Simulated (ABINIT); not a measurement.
**A GW run on BaTiO3 (P4mm) in ABINIT, with inputs changed**

What do changed inputs do to GW on BaTiO3 (P4mm)?

Method: LDA and many-body steps on it, plane waves, in ABINIT 10.8.3.

The database entry behind the starting cell differs from later determinations by our own check (c/a about 0.6 % short), so it need not match the best structure at ambient conditions.

## (1) Set-up

The structure is tetragonal, space group P4mm (No. 99). The conventional cell has a = 4.000 Å, b = 4.000 Å, c = 4.018 Å, α = 90.00°, β = 90.00°, γ = 90.00°. Nearest to Ba lie 12 O at 2.79 to 2.88 Å. Nearest to Ti lie 6 O at 1.89 to 2.13 Å. Nearest to O lie 2 Ti at 1.89 to 2.13 Å and 4 Ba at 2.83 Å. Nearest to O lie 2 Ti at 2.00 Å and 4 Ba at 2.79 to 2.88 Å. Farther neighbours and most contacts between anions are not listed.

The cell and positions come from the Crystallography Open Database and are kept as given unless a step says otherwise. Spin-orbit coupling is left out unless a step names it.

## (2) Screening, 4×4×4 mesh, 109 bands, screening to 152.4 eV

This step: ABINIT 10.8.3; RPA screening on LDA, plane waves, norm-conserving pseudopotentials.

The RPA dielectric matrix is built and inverted for each q.

run.abi

```
acell 3*1.0 Angstrom
rprim 
  3.999800000000 0.000000000000 0.000000000000
  0.000000000000 3.999800000000 0.000000000000
  0.000000000000 0.000000000000 4.018000000000
ntypat 3
znucl 56 22 8
natom 5
typat 1 2 3 3 3
xred 
  0.000000000000 0.000000000000 0.000000000000
  0.500000000000 0.500000000000 0.490000000000
  0.500000000000 0.500000000000 0.019000000000
  0.500000000000 0.000000000000 0.517000000000
  0.000000000000 0.500000000000 0.517000000000
pp_dirpath "pseudos"
pseudos "Ba.upf, Ti.upf, O.upf"
ecut 38
ngkpt 4 4 4
nshiftk 1
shiftk 0 0 0
kptopt 1
chksymbreak 0
istwfk *1
occopt 1
irdwfk 1
optdriver 3
nband 109
ecuteps 5.6
inclvkb 2
awtr 1
symchi 1
indata_prefix "in"
outdata_prefix "out"
tmpdata_prefix "tmp"
```

Launch:

```sh
> OMP_NUM_THREADS=1 mpirun -n 8 abinit run.abi > log
```

What it wrote:

```text
.Version 10.8.3 of ABINIT. v10.8.2 released Aug 2026.

 Symmetries : space group P4 m m (# 99); Bravais tP (primitive tetrag.)
[... echo of the input left out ...]
== DATASET  1 ==================================================================
-   mpi_nproc: 8, omp_nthreads: 1 (-1 if OMP is not activated)

--- !DatasetInfo
iteration_state: {dtset: 1, }
dimensions: {natom: 5, nkpt: 18, mband: 109, nsppol: 1, nspinor: 1, nspden: 1, mpw: 4929, }
cutoff_energies: {ecut:  38.0, pawecutdg:  -1.0, }
electrons: {nelect:   4.00000000E+01, charge:   0.00000000E+00, occopt:   1.00000000E+00, tsmear:   1.00000000E-02, }

 SCREENING: Calculation of the susceptibility and dielectric matrices

 Based on a program developped by R.W. Godby, V. Olevano, G. Onida, and L. Reining.
 Incorporated in ABINIT by V. Olevano, G.-M. Rignanese, and M. Torrent.
.Using double precision arithmetic ; gwpc =  8

[... cell and pseudopotentials left out ...]
--------------------------------------------------------------------------------

 ==== K-mesh for the wavefunctions ====
 Number of points in the irreducible wedge :    18
[... list of points left out ...]
 Together with  8 symmetry operations and time-reversal symmetry
 yields    64 points in the full Brillouin Zone.

 ==== Q-mesh for the screening function ====
 Number of points in the irreducible wedge :    18
[... list of points left out ...]
 Together with  8 symmetry operations and time-reversal symmetry
 yields    64 points in the full Brillouin Zone.

 setmesh: FFT mesh size selected  =    30x   30x   30
          total number of points  =        27000

 vcoul_init : cutoff-mode = AUXILIARY_FUNCTION
 q-points for optical limit:   1
     1)      0.000010    0.000020    0.000030

- screening: taking advantage of time-reversal symmetry
- Maximum band index for partially occupied states nbvw = 20
- Remaining bands to be divided among processors   nbcw = 89
- Number of bands treated by each node ~11

 Number of electrons calculated from density =   40.0000; Expected =   40.0000
 average of density, n =  0.092210
 r_s =    1.3731
 omega_plasma =   29.2917 [eV]

 calculating chi0 at frequencies [eV] :
  1    0.000000E+00    0.000000E+00
  2    0.000000E+00    2.929166E+01

--------------------------------------------------------------------------------
  q-point number  1        q = ( 0.000000, 0.000000, 0.000000) [r.l.u.]
--------------------------------------------------------------------------------
[... chi0 elements left out ...]
 For q-point:  0.000010 0.000020 0.000030
  dielectric constant =   6.3587
  dielectric constant without local fields =   6.9273

  Average fulfillment of the sum rule on Im[epsilon] for q-point    1 :     60.89  [%]
[... wings left out ...]
  q-point number  2        q = ( 0.250000, 0.000000, 0.000000) [r.l.u.]
--------------------------------------------------------------------------------
[... chi0 elements left out ...]
  Average fulfillment of the sum rule on Im[epsilon] for q-point    2 :     73.84  [%]

 [... 16 further q-points ...]
```

Elapsed: 76 s, on 8 MPI ranks of Arm Neoverse V2, shared host; peak memory 3 GiB.

This step gave:

```yaml
eps_infinity_with_local_fields_on_this_mesh_along_the_program_s_q_direction: 6.359
the_same_without_local_fields: 6.927
plasma_frequency: 29.29 eV
plane_waves_in_the_screening_matrix: 257
```

Local fields lower ε∞ by 8 %. On a Γ-centred mesh this coarse the value itself is usually too large, while a short band sum pulls it down.

## (3) Base

The self-energy is evaluated for the states that the input lists, and the levels follow from it, in one-shot runs by the linearised quasiparticle equation.

This step: G0W0 on LDA, plane waves, norm-conserving pseudopotentials.

run.abi: that of step 2 with these lines changed.

```diff
@@ -26,8 +26,17 @@
 irdwfk 1
-optdriver 3
+optdriver 4
 nband 109
+gwcalctyp 0
+ecutsigx 38
+symsigma 1
+nkptgw 2
+kptgw 
+  0.5000000000 0.5000000000 0.5000000000
+  0.0000000000 0.0000000000 0.0000000000
+bdgw 
+  18 23
+  19 23
 ecuteps 5.6
-inclvkb 2
-awtr 1
-symchi 1
+irdscr 1
+ppmodel 1
 indata_prefix "in"
```

What it wrote:

```text
.Version 10.8.3 of ABINIT. v10.8.2 released Aug 2026.

 Symmetries : space group P4 m m (# 99); Bravais tP (primitive tetrag.)
[... echo of the input left out ...]
== DATASET  1 ==================================================================
-   mpi_nproc: 8, omp_nthreads: 1 (-1 if OMP is not activated)

--- !DatasetInfo
iteration_state: {dtset: 1, }
dimensions: {natom: 5, nkpt: 18, mband: 109, nsppol: 1, nspinor: 1, nspden: 1, mpw: 4929, }
cutoff_energies: {ecut:  38.0, pawecutdg:  -1.0, }
electrons: {nelect:   4.00000000E+01, charge:   0.00000000E+00, occopt:   1.00000000E+00, tsmear:   1.00000000E-02, }

 SIGMA: Calculation of the GW corrections

 Based on a program developped by R.W. Godby, V. Olevano, G. Onida, and L. Reining.
 Incorporated in ABINIT by V. Olevano, G.-M. Rignanese, and M. Torrent.
.Using double precision arithmetic ; gwpc =  8

[... cell and pseudopotentials left out ...]
--------------------------------------------------------------------------------

 ==== K-mesh for the wavefunctions ====
 Number of points in the irreducible wedge :    18
[... list of points left out ...]
 Together with  8 symmetry operations and time-reversal symmetry
 yields    64 points in the full Brillouin Zone.

 ==== Q-mesh for screening function ====
 Number of points in the irreducible wedge :    18
[... list of points left out ...]
 Together with  8 symmetry operations and time-reversal symmetry
 yields    64 points in the full Brillouin Zone.

 vcoul_init : cutoff-mode = AUXILIARY_FUNCTION
 q-points for optical limit:   1
     1)      0.000010    0.000020    0.000030
 setmesh: FFT mesh size selected  =    45x   45x   45
          total number of points  =        91125

 Number of electrons calculated from density =   40.0000; Expected =   40.0000
 average of density, n =  0.092210
 r_s =    1.3731
 omega_plasma =   29.2917 [eV]

 === KS Band Gaps ===
  >>>> For spin  1
   Minimum direct gap =   2.0230 [eV], located at k-point      :   0.0000  0.0000  0.0000
   Fundamental gap    =   1.7422 [eV], Top of valence bands at :   0.5000  0.5000  0.5000
                                       Bottom of conduction at :   0.0000  0.0000  0.0000
 SIGMA fundamental parameters:
 PLASMON POLE MODEL  1
 number of plane-waves for SigmaX                 4929
 number of plane-waves for SigmaC and W            257
 number of plane-waves for wavefunctions          4929
 number of bands                                   109
 number of independent spin polarizations            1
 number of spinorial components                      1
 number of k-points in IBZ                          18
 number of q-points in IBZ                          18
 number of symmetry operations                       8
 number of k-points in BZ                           64
 number of q-points in BZ                           64
 number of frequencies for dSigma/dE                 9
 frequency step for dSigma/dE [eV]                0.25
 number of omega for Sigma on real axis              0
 max omega for Sigma on real axis  [eV]           0.00
 zcut for avoiding poles [eV]                     0.10

 EPSILON^-1 parameters (SCR file):
 dimension of the eps^-1 matrix on file            257
 dimension of the eps^-1 matrix used               257
 number of plane-waves for wavefunctions          4929
 number of bands                                   109
 number of q-points in IBZ                          18
 number of frequencies                               2
 number of real frequencies                          1
 number of imag frequencies                          1

 matrix elements of self-energy operator (all in [eV])

 Perturbative Calculation

--- !SelfEnergy_ee
iteration_state: {dtset: 1, }
kpoint     : [   0.500,    0.500,    0.500, ]
spin       : 1
KS_gap     :    4.199
QP_gap     :    5.984
Delta_QP_KS:    1.785
data: !SigmaeeData |
     Band     E0 <VxcDFT>   SigX SigC(E0)      Z dSigC/dE  Sig(E)    E-E0       E
       18   6.194 -19.723 -24.888   5.111   0.761  -0.313 -19.764  -0.041   6.153
       19   6.194 -19.723 -24.888   5.111   0.761  -0.313 -19.764  -0.041   6.153
       20   6.277 -19.742 -24.920   5.143   0.760  -0.315 -19.769  -0.027   6.250
       21  10.477 -21.652 -13.147  -6.110   0.734  -0.363 -19.894   1.758  12.234
       22  10.477 -21.651 -13.147  -6.110   0.734  -0.363 -19.894   1.758  12.234
       23  10.477 -21.651 -13.147  -6.110   0.734  -0.363 -19.894   1.758  12.234

--- !SelfEnergy_ee
iteration_state: {dtset: 1, }
kpoint     : [   0.000,    0.000,    0.000, ]
spin       : 1
KS_gap     :    2.023
QP_gap     :    3.672
Delta_QP_KS:    1.649
data: !SigmaeeData |
     Band     E0 <VxcDFT>   SigX SigC(E0)      Z dSigC/dE  Sig(E)    E-E0       E
       19   5.996 -19.835 -24.485   4.611   0.767  -0.304 -19.865  -0.030   5.967
       20   5.996 -19.835 -24.485   4.611   0.767  -0.304 -19.865  -0.030   5.967
       21   8.019 -18.773 -11.360  -5.334   0.779  -0.284 -17.154   1.619   9.639
       22   8.239 -18.944 -11.874  -5.006   0.778  -0.286 -17.339   1.604   9.843
       23   8.239 -18.944 -11.874  -5.006   0.778  -0.286 -17.339   1.604   9.843

== END DATASET(S) ==============================================================
================================================================================

 -outvars: echo values of variables after computation  --------
           etotal      0.0000000000E+00
            nband         109
             nkpt          18
          spgroup          99
 [... the other variables as echoed above ...]

 Calculation completed.
```

The job ended after 11 s (8 MPI ranks; peak memory 2.2 GiB; 87 s of CPU time).

This step gave:

```
G0W0 gap on the points computed              : 3.389 eV
starting gap on the mesh                     : 1.742 eV
k of the valence top                         : 0.5, 0.5, 0.5
k of the conduction bottom                   : 0, 0, 0
Z at the valence top                         : 0.76
Z at the conduction bottom                   : 0.779
least direct G0W0 gap on the computed points : 3.672 eV
```

The gap on the mesh goes from 1.74 eV to 3.39 eV, a correction of +1.65 eV.

## (4) Coulomb singularity

run.abi: that of step 3 with these lines changed.

```diff
@@ -41,2 +41,3 @@
 ppmodel 1
+gw_icutcoul 7
 indata_prefix "in"
```

What it wrote:

```text
.Version 10.8.3 of ABINIT. v10.8.2 released Aug 2026.

 Symmetries : space group P4 m m (# 99); Bravais tP (primitive tetrag.)
[... echo of the input left out ...]
== DATASET  1 ==================================================================
-   mpi_nproc: 8, omp_nthreads: 1 (-1 if OMP is not activated)

--- !DatasetInfo
iteration_state: {dtset: 1, }
dimensions: {natom: 5, nkpt: 18, mband: 109, nsppol: 1, nspinor: 1, nspden: 1, mpw: 4929, }
cutoff_energies: {ecut:  38.0, pawecutdg:  -1.0, }
electrons: {nelect:   4.00000000E+01, charge:   0.00000000E+00, occopt:   1.00000000E+00, tsmear:   1.00000000E-02, }

 SIGMA: Calculation of the GW corrections

 Based on a program developped by R.W. Godby, V. Olevano, G. Onida, and L. Reining.
 Incorporated in ABINIT by V. Olevano, G.-M. Rignanese, and M. Torrent.
.Using double precision arithmetic ; gwpc =  8

[... cell and pseudopotentials left out ...]
--------------------------------------------------------------------------------

 ==== K-mesh for the wavefunctions ====
 Number of points in the irreducible wedge :    18
[... list of points left out ...]
 Together with  8 symmetry operations and time-reversal symmetry
 yields    64 points in the full Brillouin Zone.

 ==== Q-mesh for screening function ====
 Number of points in the irreducible wedge :    18
[... list of points left out ...]
 Together with  8 symmetry operations and time-reversal symmetry
 yields    64 points in the full Brillouin Zone.

 vcoul_init : cutoff-mode = AUX_GB
 q-points for optical limit:   1
     1)      0.000010    0.000020    0.000030
 setmesh: FFT mesh size selected  =    45x   45x   45
          total number of points  =        91125

 Number of electrons calculated from density =   40.0000; Expected =   40.0000
[...]
number of omega for Sigma on real axis              0
 max omega for Sigma on real axis  [eV]           0.00
 zcut for avoiding poles [eV]                     0.10

 EPSILON^-1 parameters (SCR file):
 dimension of the eps^-1 matrix on file            257
 dimension of the eps^-1 matrix used               257
 number of plane-waves for wavefunctions          4929
 number of bands                                   109
 number of q-points in IBZ                          18
 number of frequencies                               2
 number of real frequencies                          1
 number of imag frequencies                          1

 matrix elements of self-energy operator (all in [eV])

 Perturbative Calculation

--- !SelfEnergy_ee
iteration_state: {dtset: 1, }
kpoint     : [   0.500,    0.500,    0.500, ]
spin       : 1
KS_gap     :    4.199
QP_gap     :    5.986
Delta_QP_KS:    1.786
data: !SigmaeeData |
     Band     E0 <VxcDFT>   SigX SigC(E0)      Z dSigC/dE  Sig(E)    E-E0       E
       18   6.194 -19.723 -24.901   5.117   0.761  -0.314 -19.770  -0.047   6.147
       19   6.194 -19.723 -24.901   5.117   0.761  -0.314 -19.770  -0.047   6.147
       20   6.277 -19.742 -24.934   5.148   0.760  -0.316 -19.775  -0.033   6.244
[...]
--- !SelfEnergy_ee
iteration_state: {dtset: 1, }
kpoint     : [   0.000,    0.000,    0.000, ]
spin       : 1
KS_gap     :    2.023
QP_gap     :    3.673
Delta_QP_KS:    1.650
data: !SigmaeeData |
     Band     E0 <VxcDFT>   SigX SigC(E0)      Z dSigC/dE  Sig(E)    E-E0       E
[...]
22   8.239 -18.944 -11.874  -5.012   0.777  -0.286 -17.344   1.600   9.838
       23   8.239 -18.944 -11.874  -5.012   0.777  -0.286 -17.344   1.600   9.838

== END DATASET(S) ==============================================================
================================================================================

 -outvars: echo values of variables after computation  --------
           etotal      0.0000000000E+00
            nband         109
             nkpt          18
          spgroup          99
 [... the other variables as echoed above ...]

 Calculation completed.
```

It took 11 s on 8 MPI ranks; peak memory 2.2 GiB.

Numbers from this step:

```yaml
g0w0_gap_on_the_points_computed: 3.390 eV
starting_gap_on_the_mesh: 1.742 eV
k_of_the_valence_top: 0.5, 0.5, 0.5
k_of_the_conduction_bottom: 0, 0, 0
z_at_the_valence_top: 0.76
z_at_the_conduction_bottom: 0.779
least_direct_g0w0_gap_on_the_computed_points: 3.673 eV
```

Against G0W0 in ABINIT (4×4×4 mesh, 109 bands, screening to 152.4 eV, Godby-Needs plasmon pole), the gap moves by +0.001 eV.

## (5) The runs together

Times are wall times on 8 MPI ranks of Arm Neoverse V2, shared host, good to a factor of about two. A run's time includes the screening step that it read.

| run | mesh | bands | screening cutoff (eV) | DFT gap (eV) | gap on the mesh (eV) | direct (eV) | ε∞ used | time |
| --- | --- | --- | --- | --- | --- | --- | --- | --- |
| base | 4×4×4 | 109 | 152.4 | 1.742 | 3.389 | 3.672 | 6.36 | 87 s |
| Coulomb singularity | 4×4×4 | 109 | 152.4 | 1.742 | 3.390 | 3.673 | 6.36 | 87 s |

## (6) Results

```json
{
 "base": "3.389 eV",
 "Coulomb singularity": "3.390 eV",
 "known limits": "not at the basis limit; no spin-orbit coupling; coarse k mesh"
}
```

Coulomb singularity: +0.001 eV against base (keys changed: gw_icutcoul). Bands and cutoff are finite, so the gap is not at the basis limit. The miss can reach some tenths of an eV and take either sign; the mesh is an error of its own. In the first G0W0 run levels were corrected at 2 k points alone, so a gap called «on the mesh» is the least over those, and an edge elsewhere would be missed. The 4×4×4 mesh is coarse for this cell, which bears on the long-range parts of exchange and screening. The many-body steps are scalar-relativistic: spin-orbit coupling is not in them.

[Paths, hosts, dates, memory and timing lines, banners, echoed tables and standing remarks are left out of the program output.]

[Logs are printed without paths, hosts, clocks, repeated set-up lines and the standing remarks that a program may print on its own settings, such as how far it seeks lower states.]

[Runs of the session that timed out or met a known fault of the program may be left out.]

[No measured gap is set beside runs whose start may be inverted or whose files or cutoffs have a known fault.]

[Hosts, paths, dates, database ids (printed as entryN), source tags and the programs' standing remarks are cut or masked in the printed files.]

[G0W0 gaps are taken among the corrected bands and points alone; a level outside them can change the order at an edge.]

[Where Ansatz stands beside ABINIT at settings called matched, ABINIT's density can come from a denser mesh and the files from another edition; pairs whose starting gaps differed by over 0.03 eV were left out, so agreement reads better than it is.]
